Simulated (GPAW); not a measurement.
# Bi2S2O (P4/nmm): G0W0 with GPAW, start to end

Wanted: ground state, empty states, screening and self-energy for Bi2S2O (P4/nmm).

Method: LDA and many-body steps on it, plane waves, in GPAW 26.7.0.

## Step 1: The starting structure

The structure is tetragonal, space group P4/nmm (No. 129). Conventional cell: a = 3.954 Å, b = 3.954 Å, c = 14.051 Å, α = 90.00°, β = 90.00°, γ = 90.00°. Nearest to Bi lie 5 S at 2.52 to 2.82 Å. Nearest to Bi lie 4 O at 2.34 Å and 4 S at 3.12 Å. S has 4 Bi at 2.82 Å nearest. Nearest to S lie 5 Bi at 2.52 to 3.12 Å. Nearest to O lie 4 Bi at 2.34 Å. Farther neighbours and most contacts between anions are not listed.

The cell and positions are those that the Materials Project relaxed with its own functionals (PBE, PBE+U or r2SCAN), kept fixed. Spin-orbit coupling is left out unless a step names it.

## Step 2: Ground state

This step: GPAW 26.7.0; DFT, LDA, plane waves, PAW.

The ground-state density comes first.

Input file run.py:

```python
import json
import numpy as np
from gpaw.mpi import world
from ase import Atoms
from gpaw import GPAW, PW, FermiDirac

atoms = Atoms(['Bi', 'Bi', 'Bi', 'Bi', 'S', 'S', 'S', 'S', 'O', 'O'],
    cell=[[3.9541013900, 0.0000000000, 0.0000000000],
      [0.0000000000, 3.9541013900, 0.0000000000],
      [0.0000000000, 0.0000000000, 14.0505795800]],
    scaled_positions=[[0.0000000000, 0.5000000000, 0.8664958300],
      [0.5000000000, 0.0000000000, 0.1335041700],
      [0.5000000000, 0.0000000000, 0.5890931400],
      [0.0000000000, 0.5000000000, 0.4109068600],
      [0.5000000000, 0.0000000000, 0.8943134100],
      [0.0000000000, 0.5000000000, 0.1056865900],
      [0.0000000000, 0.5000000000, 0.6874875200],
      [0.5000000000, 0.0000000000, 0.3125124800],
      [0.0000000000, 0.0000000000, 0.5000000000],
      [0.5000000000, 0.5000000000, 0.5000000000]],
    pbc=(True, True, True))
calc = GPAW(mode=PW(600),
    xc='LDA',
    kpts={'size': (6, 6, 2), 'gamma': True},
    occupations=FermiDirac(0.001),
    nbands=-11,
    convergence={'density': 1e-6, 'bands': -3},
    maxiter=100,
    txt='gs.txt')
atoms.calc = calc
res = {'energy': atoms.get_potential_energy()}
kpts = calc.get_ibz_k_points()
res['kpts'] = kpts
res['eigenvalues'] = [calc.get_eigenvalues(kpt=k) for k in range(len(kpts))]
res['n_electrons'] = calc.get_number_of_electrons()
calc.write('gs.gpw')

if world.rank == 0:
    with open('result.json', 'w') as f:
        json.dump(res, f, default=lambda x: x.tolist())
```

Run with:

```console
mpirun -n 8 gpaw python run.py
```

Numbers of over 12 decimals in the logs are rounded to 6 here.

Log:

```text
__  _  _
 | _ |_)|_||  |
 |__||  | ||/\| - 26.7.0

Input parameters:
  mode=PW(ecut=600.0),
  convergence={'density': 1e-06, 'bands': -3},
  kpts=MonkhorstPack(size=(6, 6, 2), gamma=True),
  maxiter=100,
  nbands=-11,
  occupations=Occupations(name='fermi-dirac', width=0.001, fixmagmom=False),
  xc=XC(name='LDA')
  [... matrices ...]
Diagonalizing LCAO Hamiltonian
Converting LCAO to pw mode
   .---------.
  /|         |
 * |         |
 |Bi         |
 | |  S      |
 | |         |
 |S|         |
 | |         |
 | |         |
 | |  Bi     |
 | |         |
 OBi         |
 | |         |
 | |         |
 | |  S      |
 | |         |
 |S|         |
 | .--Bi-----.
 |/         /
 *---------*

Atoms  # Å, Bohr magnetons
|   | symbol |        x |        y |         z |    initial magnetic moments |
| 0 |     Bi | 0.000000 | 1.977051 | 12.174769 | ( 0.0000,  0.0000,  0.0000) |
| 1 |     Bi | 1.977051 | 0.000000 |  1.875811 | ( 0.0000,  0.0000,  0.0000) |
| 2 |     Bi | 1.977051 | 0.000000 |  8.277100 | ( 0.0000,  0.0000,  0.0000) |
| 3 |     Bi | 0.000000 | 1.977051 |  5.773480 | ( 0.0000,  0.0000,  0.0000) |
| 4 |      S | 1.977051 | 0.000000 | 12.565622 | ( 0.0000,  0.0000,  0.0000) |
| 5 |      S | 0.000000 | 1.977051 |  1.484958 | ( 0.0000,  0.0000,  0.0000) |
| 6 |      S | 0.000000 | 1.977051 |  9.659598 | ( 0.0000,  0.0000,  0.0000) |
| 7 |      S | 1.977051 | 0.000000 |  4.390981 | ( 0.0000,  0.0000,  0.0000) |
| 8 |      O | 0.000000 | 0.000000 |  7.025290 | ( 0.0000,  0.0000,  0.0000) |
| 9 |      O | 1.977051 | 1.977051 |  7.025290 | ( 0.0000,  0.0000,  0.0000) |

Unit cell  # Å
| periodic |        x |        y |         z |   lengths |    angles |
|      yes | 3.954101 | 0.000000 |  0.000000 |  3.954101 | 90.000000 |
|      yes | 0.000000 | 3.954101 |  0.000000 |  3.954101 | 90.000000 |
|      yes | 0.000000 | 0.000000 | 14.050580 | 14.050580 | 90.000000 |

Number of symmetries: 8
Symmetry operations  # r_c * U_cc + t_c -> r_c
|   | kind |            matrix            |
| 0 |  E   |  1, 0, 0,  0, 1, 0,  0, 0, 1 |
| 1 |  σ   |  1, 0, 0,  0,-1, 0,  0, 0, 1 |
| 2 |  C2  |  0, 1, 0,  1, 0, 0,  0, 0,-1 |
| 3 |  S4  |  0, 1, 0, -1, 0, 0,  0, 0,-1 |
| 4 |  S4  |  0,-1, 0,  1, 0, 0,  0, 0,-1 |
| 5 |  C2  |  0,-1, 0, -1, 0, 0,  0, 0,-1 |
| 6 |  σ   | -1, 0, 0,  0, 1, 0,  0, 0, 1 |
| 7 |  C2  | -1, 0, 0,  0,-1, 0,  0, 0, 1 |

BZ-sampling:
  Number of BZ points: 72
  Number of IBZ points: 20

  Monkhorst-Pack size: [6, 6, 2]
  Monkhorst-Pack shift: [0.083333, 0.083333, 0.25]

K-points  # in reciprocal-cell coordinates
|     |                                coordinates |     weight |
|   0 | (  0.00000000,   0.00000000,   0.00000000) | 0.01388889 |
|   1 | (  0.00000000,   0.00000000,   0.50000000) | 0.01388889 |
|   2 | (  0.16666667,   0.00000000,   0.00000000) | 0.05555556 |
|   3 | (  0.16666667,   0.00000000,   0.50000000) | 0.05555556 |
|   4 | (  0.16666667,   0.16666667,   0.00000000) | 0.05555556 |
|   5 | (  0.16666667,   0.16666667,   0.50000000) | 0.05555556 |
|   6 | (  0.33333333,   0.00000000,   0.00000000) | 0.05555556 |
|   7 | (  0.33333333,   0.00000000,   0.50000000) | 0.05555556 |
|   8 | (  0.33333333,   0.16666667,   0.00000000) | 0.11111111 |
|   9 | (  0.33333333,   0.16666667,   0.50000000) | 0.11111111 |
| ... |                                            |            |
|  19 | (  0.50000000,   0.50000000,   0.50000000) | 0.01388889 |

Plane wave coefficients: 7370
Cutoff: 600.0 eV

Spin-components: 1 (collinear spins)
Bands:           59
Projectors:      54
Spin-degeneracy: 2
Datatype:        complex128

  Storage: CPU
  Wave functions: 137_163_200 bytes (17_145_400 per core)
  Projectors: 81_368_000 bytes (10_171_000 per core)
  [... matrices ...]
Parallelization:
  kpt:    4
  domain: 2
  band:   1

Density:
  Valence electrons: 96.0
  Components: 1
  Grid points: [24 24 80]
  Charge: 0.0  # |e|

Potential:
  Grid points: [24 24 80]

species:
  Bi:
    name:    Bismuth
    Z:       83.0
    valence: 15
    core:    68
    charge:  0.0  # [|e|]
    compensation charges:
      type: gauss
      rc: 0.38  # [Å]
      lmax: 2
    cutoffs:
      filter: 2.23  # [Å]
      core: 2.33  # [Å]
    projectors
    | kind |    occ | energy [eV] | rcut [Å] |
    |   6s |  2.000 |     -14.665 |    1.286 |
    |   6p |  3.000 |      -4.777 |    1.275 |
    |   5d | 10.000 |     -27.225 |    1.349 |
    |    s |        |      12.546 |    1.286 |
    |    p |        |      22.434 |    1.275 |
    |    d |        |      -0.013 |    1.349 |

    Using partial waves for Bi as LCAO basis

  S:
    name:    Sulfur
    Z:       16.0
    valence: 6
    core:    10
    charge:  0.0  # [|e|]
    compensation charges:
      type: gauss
      rc: 0.24  # [Å]
      lmax: 2
    cutoffs:
      filter: 1.77  # [Å]
      core: 1.66  # [Å]
    projectors
    | kind |    occ | energy [eV] | rcut [Å] |
    |   3s |  2.000 |     -17.278 |    0.974 |
    |   3p |  4.000 |      -7.106 |    0.979 |
    |    s |        |       9.933 |    0.974 |
    |    p |        |      20.105 |    0.979 |
    |    d |        |       0.000 |    0.900 |

    Using partial waves for S as LCAO basis

  O:
    name:    Oxygen
    Z:       8.0
    valence: 6
    core:    2
    charge:  0.0  # [|e|]
    compensation charges:
      type: gauss
      rc: 0.21  # [Å]
      lmax: 2
    cutoffs:
      filter: 1.17  # [Å]
      core: 0.83  # [Å]
    projectors
    | kind |    occ | energy [eV] | rcut [Å] |
    |   2s |  2.000 |     -23.752 |    0.688 |
    |   2p |  4.000 |      -9.195 |    0.598 |
    |    s |        |       3.459 |    0.688 |
    |    p |        |      18.016 |    0.598 |
    |    d |        |       0.000 |    0.619 |

    Using partial waves for O as LCAO basis

Reference energy: -2385507.542609  # eV

eigensolver:
  PPCG
  Converge bands: -3
  niter=2

density mixing:
  MSR1-Mixer
  Pratt-step length: 0.05
  Maximum mixing coefficient: 0.75
  Old densities: 10
  SVD Regularization: 0.005
  Good broyden scale: 1.0
  Trust region scale: 1.0
  Backstep threshold: 4.0
  History deletion threshold: 6.0
  Fourier metric: weight=20.0, sigma=0.015

occupation numbers:
  Fermi-Dirac:
    width: 0.0010  # eV

poisson solver:
  ecut: 4800.0  # eV

xc functional:
  name: None

Initialization done in: 1.567 s

convergence criteria:
- Maximum integral of absolute [dens]ity change: 1e-06 electrons / valence electron
- Maximum [total energy] change in last 3 cyles: 0.0005 eV / valence electron
- Maximum integral of absolute [eigenst]ate change: 4e-08 eV^2 / valence electron
maximum number of iterations: 100

SCF iterations
|iter     |     time |      energy | eigst |  dens |
|iter:   1|  |  -64.305079 | +0.17 |       |
|iter:   2|  |  -62.693014 | -1.17 | -1.03 |
|iter:   3|  |  -59.218501 | -1.11 | -1.09 |
|iter:   4|  |  -59.241356 | -1.04 | -1.56 |
|iter:   5|  |  -59.116117 | -1.55 | -1.75 |
|iter:   6|  |  -59.042348 | -2.25 | -1.92 |
|iter:   7|  |  -59.038992 | -3.35 | -2.53 |
|iter:   8|  |  -59.039020c| -4.35 | -3.04 |
|iter:   9|  |  -59.039096c| -5.20 | -3.44 |
|iter:  10|  |  -59.039113c| -5.78 | -3.94 |
|iter:  11|  |  -59.039116c| -6.40 | -4.47 |
|iter:  12|  |  -59.039116c| -6.95 | -4.59 |
|iter:  13|  |  -59.039116c| -7.37 | -4.96 |
|iter:  14|  |  -59.039116c| -7.76c| -5.71 |
|iter:  15|  |  -59.039116c| -8.18c| -6.09c|

Converged in 15 steps
SCF loop duration: 31.771 s (2.118 s/step)
Energy contributions relative to reference atoms: (reference = -2385507.542609)
  [... matrices ...]
Energy contributions:
  Kinetic:         104.456972
  Coulomb:        -100.256268
  Zero:             -5.467649
  External:          0.000000
  Xc:              -57.772171
  Entropy:          -0.000000
  Spinorbit:         0.000000
  ----------------------------
  Free energy:     -59.039116
  Extrapolated:    -59.039116

dipole moment: (-67.340481, -67.340481, 0.000022)  # |e|*Ang

Fermi level: 6.220
Eigenvalues  # (at kpt = [0.000, 0.000, 0.000])
| band index |      eig [eV] | occ [0-2] |
|          0 |       -17.322 |     2.000 |
|        ... |               |           |
|         40 |         3.241 |     2.000 |
|         41 |         3.975 |     2.000 |
|         42 |         4.429 |     2.000 |
|         43 |         4.429 |     2.000 |
|         44 |         4.577 |     2.000 |
|         45 |         4.646 |     2.000 |
|         46 |         4.795 |     2.000 |
|         47 |         4.795 |     2.000 |
|         48 |         6.865 |     0.000 |
[...]
|         52 |         9.484 |     0.000 |
|         53 |        10.317 |     0.000 |
|         54 |        10.385 |     0.000 |
|         55 |        10.385 |     0.000 |
|        ... |               |           |
|         58 |        11.866 |     0.000 |

Gap: 0.882 eV
Transition (v -> c):
  (s=0, k=13, n=47, [0.50, 0.00, 0.50]) -> (s=0, k=12, n=48, [0.50, 0.00, 0.00])
Direct/indirect transitions are different
Direct gap: 0.883 eV
Transition at: (s=0, k=12, n=47, [0.50, 0.00, 0.00])
# Writing to gs.gpw (mode='')
  [... matrices ...]
```

Wall time 35 s (8 MPI ranks of Arm Neoverse V2, shared host); peak memory 1.8 GiB; 4.5 min of CPU time.

This step gave:

| Property | Result |
| --- | --- |
| total energy | -59.0391 eV |
| gap | 0.8817 eV |
| k of the valence top | 0.5, 0, 0.5 |
| k of the conduction bottom | 0.5, 0, 0 |
| least direct gap | 0.8826 eV |

The gap is indirect, with the least direct gap 0.001 eV higher.

## Step 3: Bands along the symmetry lines

Levels along a band path, at the cheap level, show where the edges lie and whether the meshes to come will hold them.

Input file run.py:

```python
import json
import numpy as np
from gpaw.mpi import world
from gpaw import GPAW

path = [[0.000000, 0.000000, 0.000000],
    [0.000000, 0.062500, 0.000000],
    [0.000000, 0.125000, 0.000000],
    [0.000000, 0.187500, 0.000000],
    [0.000000, 0.250000, 0.000000],
    [0.000000, 0.312500, 0.000000],
    [0.000000, 0.375000, 0.000000],
    [0.000000, 0.437500, 0.000000],
    [0.000000, 0.500000, 0.000000],
    [0.062500, 0.500000, 0.000000],
    [0.125000, 0.500000, 0.000000],
    [0.187500, 0.500000, 0.000000],
    [0.250000, 0.500000, 0.000000],
    [0.312500, 0.500000, 0.000000],
    [0.375000, 0.500000, 0.000000],
    [0.437500, 0.500000, 0.000000],
    [0.500000, 0.500000, 0.000000],
    [0.437500, 0.437500, 0.000000],
    [0.375000, 0.375000, 0.000000],
    [0.312500, 0.312500, 0.000000],
    [0.250000, 0.250000, 0.000000],
    [0.187500, 0.187500, 0.000000],
    [0.125000, 0.125000, 0.000000],
    [0.062500, 0.062500, 0.000000],
    [0.000000, 0.000000, 0.000000],
    [0.000000, 0.000000, 0.062500],
    [0.000000, 0.000000, 0.125000],
    [0.000000, 0.000000, 0.187500],
    [0.000000, 0.000000, 0.250000],
    [0.000000, 0.000000, 0.312500],
    [0.000000, 0.000000, 0.375000],
    [0.000000, 0.000000, 0.437500],
    [0.000000, 0.000000, 0.500000],
    [0.000000, 0.062500, 0.500000],
    [0.000000, 0.125000, 0.500000],
    [0.000000, 0.187500, 0.500000],
    [0.000000, 0.250000, 0.500000],
    [0.000000, 0.312500, 0.500000],
    [0.000000, 0.375000, 0.500000],
    [0.000000, 0.437500, 0.500000],
    [0.000000, 0.500000, 0.500000],
    [0.062500, 0.500000, 0.500000],
    [0.125000, 0.500000, 0.500000],
    [0.187500, 0.500000, 0.500000],
    [0.250000, 0.500000, 0.500000],
    [0.312500, 0.500000, 0.500000],
    [0.375000, 0.500000, 0.500000],
    [0.437500, 0.500000, 0.500000],
    [0.500000, 0.500000, 0.500000],
    [0.437500, 0.437500, 0.500000],
    [0.375000, 0.375000, 0.500000],
    [0.312500, 0.312500, 0.500000],
    [0.250000, 0.250000, 0.500000],
    [0.187500, 0.187500, 0.500000],
    [0.125000, 0.125000, 0.500000],
    [0.062500, 0.062500, 0.500000],
    [0.000000, 0.000000, 0.500000],
    [0.000000, 0.500000, 0.000000],
    [0.000000, 0.500000, 0.062500],
    [0.000000, 0.500000, 0.125000],
    [0.000000, 0.500000, 0.187500],
    [0.000000, 0.500000, 0.250000],
    [0.000000, 0.500000, 0.312500],
    [0.000000, 0.500000, 0.375000],
    [0.000000, 0.500000, 0.437500],
    [0.000000, 0.500000, 0.500000],
    [0.500000, 0.500000, 0.000000],
    [0.500000, 0.500000, 0.062500],
    [0.500000, 0.500000, 0.125000],
    [0.500000, 0.500000, 0.187500],
    [0.500000, 0.500000, 0.250000],
    [0.500000, 0.500000, 0.312500],
    [0.500000, 0.500000, 0.375000],
    [0.500000, 0.500000, 0.437500],
    [0.500000, 0.500000, 0.500000]]
calc = GPAW('gs.gpw').fixed_density(kpts=path,
    symmetry='off',
    nbands=58,
    convergence={'bands': 54},
    txt='bands.txt')
res = {}
kpts = calc.get_ibz_k_points()
res['kpts'] = kpts
res['eigenvalues'] = [calc.get_eigenvalues(kpt=k) for k in range(len(kpts))]
res['n_electrons'] = calc.get_number_of_electrons()

if world.rank == 0:
    with open('result.json', 'w') as f:
        json.dump(res, f, default=lambda x: x.tolist())
```

Run with:

```console
mpirun -n 8 gpaw python run.py
```

Log:

```text
Diagonalizing LCAO Hamiltonian
Converting LCAO to pw mode
convergence criteria:
- Maximum integral of absolute [eigenst]ate change: 4e-08 eV^2 / valence electron
maximum number of iterations: 100

SCF iterations
|iter     |     time |      energy | eigst |  dens |
|iter:   1|  |             | +0.15 |       |
|iter:   2|  |             | -1.24 |       |
|iter:   3|  |             | -2.04 |       |
[...]
|iter:  24|  |             | -7.21 |       |
|iter:  25|  |             | -7.35 |       |
|iter:  26|  |             | -7.56c|       |
SCF steps: 26
  __  _  _
 | _ |_)|_||  |
 |__||  | ||/\| - 26.7.0

Input parameters:
  mode=PW(ecut=600.0),
  convergence={'bands': 54},
  gpts=array([24, 24, 80]),
  kpts=KPoints(kpts=array([[0.    , 0.    , 0.    ],
         [0.    , 0.0625, 0.    ],
         [0.    , 0.125 , 0.    ],
         [0.    , 0.1875, 0.    ],
         [0.    , 0.25  , 0.    ],
         [0.    , 0.3125, 0.    ],
         [0.    , 0.375 , 0.    ],
[...]
[0.0625, 0.5   , 0.    ],
[...]
[0.1875, 0.5   , 0.    ],
[...]
[0.3125, 0.5   , 0.    ],
[...]
[0.4375, 0.4375, 0.    ],
[...]
[0.3125, 0.3125, 0.    ],
[...]
[0.1875, 0.1875, 0.    ],
[...]
[0.    , 0.    , 0.0625],
[...]
[0.    , 0.    , 0.1875],
[...]
[0.    , 0.    , 0.3125],
[...]
[0.    , 0.3125, 0.5   ],
[...]
[0.    , 0.4375, 0.5   ],
[...]
[0.3125, 0.5   , 0.5   ],
[...]
[0.4375, 0.5   , 0.5   ],
[...]
[0.1875, 0.1875, 0.5   ],
[...]
[0.0625, 0.0625, 0.5   ],
[...]
[0.5   , 0.5   , 0.25  ],
         [0.5   , 0.5   , 0.3125],
         [0.5   , 0.5   , 0.375 ],
         [0.5   , 0.5   , 0.4375],
         [0.5   , 0.5   , 0.5   ]])),
  maxiter=100,
  nbands=58,
  occupations=Occupations(name='fermi-dirac', width=0.001, fixmagmom=False),
  parallel={},
  symmetry=Symmetry(point_group=False, time_reversal=False),
  xc=XC(name='LDA')
```

Run time: 2.8 min. Hardware: 8 MPI ranks; peak memory 2.9 GiB; 20 min of CPU time.

This step gave:

```yaml
gap: 0.8817 eV
k_of_the_valence_top: 0, 0.5, 0.5
k_of_the_conduction_bottom: 0, 0.5, 0
least_direct_gap: 0.8826 eV
```

The gap is 0.882 eV, as in the run before at this level.

Electronic bands along the path, in eV, zero at the top of the highest filled band:

| point | band 45 | band 46 | band 47 | band 48 | band 49 | band 50 | band 51 | band 52 |
| --- | --- | --- | --- | --- | --- | --- | --- | --- |
| Γ | -1.00 | -0.93 | -0.78 | -0.78 | 1.29 | 2.00 | 3.76 | 3.91 |
| halfway | -0.93 | -0.82 | -0.68 | -0.66 | 2.46 | 2.65 | 2.73 | 2.91 |
| X | -0.50 | -0.50 | 0.00 | 0.00 | 0.88 | 0.88 | 1.42 | 1.42 |
| halfway | -1.28 | -1.28 | -0.82 | -0.82 | 2.58 | 2.58 | 3.35 | 3.35 |
| M | -1.50 | -1.50 | -1.18 | -1.18 | 2.78 | 2.78 | 3.84 | 3.84 |
| halfway | -1.02 | -0.99 | -0.44 | -0.38 | 1.63 | 1.92 | 2.20 | 3.22 |
| Γ | -1.00 | -0.93 | -0.78 | -0.78 | 1.29 | 2.00 | 3.76 | 3.91 |
| halfway | -1.12 | -0.88 | -0.77 | -0.77 | 1.33 | 2.07 | 3.71 | 3.94 |
| Z | -1.14 | -0.90 | -0.76 | -0.76 | 1.39 | 2.13 | 3.69 | 3.98 |
| halfway | -0.94 | -0.67 | -0.67 | -0.57 | 2.30 | 2.69 | 2.83 | 2.96 |
| R | -0.53 | -0.53 | 0.00 | 0.00 | 0.89 | 0.89 | 1.42 | 1.42 |
| halfway | -1.20 | -1.20 | -1.19 | -1.19 | 2.89 | 2.89 | 3.05 | 3.05 |
| A | -1.54 | -1.54 | -1.05 | -1.05 | 2.95 | 2.95 | 3.60 | 3.60 |
| halfway | -1.01 | -0.88 | -0.54 | -0.27 | 1.61 | 1.87 | 2.19 | 3.53 |
| Z | -1.14 | -0.90 | -0.76 | -0.76 | 1.39 | 2.13 | 3.69 | 3.98 |
| jump to X | -0.50 | -0.50 | 0.00 | 0.00 | 0.88 | 0.88 | 1.42 | 1.42 |
| halfway | -0.52 | -0.52 | 0.00 | 0.00 | 0.88 | 0.88 | 1.42 | 1.42 |
| R | -0.53 | -0.53 | 0.00 | 0.00 | 0.89 | 0.89 | 1.42 | 1.42 |
| jump to M | -1.50 | -1.50 | -1.18 | -1.18 | 2.78 | 2.78 | 3.84 | 3.84 |
| halfway | -1.52 | -1.52 | -1.11 | -1.11 | 2.86 | 2.86 | 3.70 | 3.70 |
| A | -1.54 | -1.54 | -1.05 | -1.05 | 2.95 | 2.95 | 3.60 | 3.60 |

## Step 4: Empty states on the mesh, 4×4×2 mesh, 366 bands

The sums over transitions need many empty states on a uniform mesh; this step solves for them.

Input file run.py:

```python
import json
import numpy as np
from gpaw.mpi import world
from gpaw import GPAW

calc = GPAW('gs.gpw').fixed_density(kpts={'size': (4, 4, 2), 'gamma': True},
    nbands=427,
    convergence={'bands': 366},
    update_fermi_level=True,
    txt='nscf.txt')
calc.write('full.gpw', mode='all')
res = {}
kpts = calc.get_ibz_k_points()
res['kpts'] = kpts
res['eigenvalues'] = [calc.get_eigenvalues(kpt=k) for k in range(len(kpts))]
res['n_electrons'] = calc.get_number_of_electrons()

if world.rank == 0:
    with open('result.json', 'w') as f:
        json.dump(res, f, default=lambda x: x.tolist())
```

Run with:

```console
mpirun -n 8 gpaw python run.py
```

Log:

```text
Diagonalizing LCAO Hamiltonian
Converting LCAO to pw mode
convergence criteria:
- Maximum integral of absolute [eigenst]ate change: 4e-08 eV^2 / valence electron
maximum number of iterations: 100

SCF iterations
|iter     |     time |      energy | eigst |  dens |
|iter:   1|  |             | +4.20 |       |
|iter:   2|  |             | +3.02 |       |
|iter:   3|  |             | +1.93 |       |
[...]
|iter:  15|  |             | -6.84 |       |
|iter:  16|  |             | -7.31 |       |
|iter:  17|  |             | -7.56c|       |
SCF steps: 17
  __  _  _
 | _ |_)|_||  |
 |__||  | ||/\| - 26.7.0

Input parameters:
  mode=PW(ecut=600.0),
  convergence={'bands': 366},
  gpts=array([24, 24, 80]),
  kpts=MonkhorstPack(size=(4, 4, 2), gamma=True),
  maxiter=100,
  nbands=427,
  occupations=Occupations(name='fermi-dirac', width=0.001, fixmagmom=False),
  parallel={},
  xc=XC(name='LDA')
# Writing to full.gpw (mode='all')
  [... matrices ...]

timing:  # [seconds]
  Total: 0.373  # ━━━━━━━━━━━━━━━━━━━━━━━━━━━━━━━━━━━━━━━━━━━━━━━━━━━━━━━━━━━
```

The job ended after 5.2 min (8 MPI ranks; peak memory 2.9 GiB).

Numbers from this step:

- gap: 0.8817 eV
- k of the valence top: 0.5, 0, 0.5
- k of the conduction bottom: 0.5, 0, 0
- least direct gap: 0.8826 eV
- k points computed: 12
- lowest point of the top converged band, above the valence top: 65.7799 eV

On this mesh the gap is 0.882 eV.

(Part 1 of 2 ends here.)

[Paths, hosts, dates, memory and timing lines, banners, echoed tables and standing remarks are left out of the program output.]

[Logs are printed without paths, hosts, clocks, repeated set-up lines and the standing remarks that a program may print on its own settings, such as how far it seeks lower states.]

[Runs of the session that timed out or met a known fault of the program may be left out.]

[Hosts, paths, dates, database ids (printed as entryN), source tags and the programs' standing remarks are cut or masked in the printed files.]
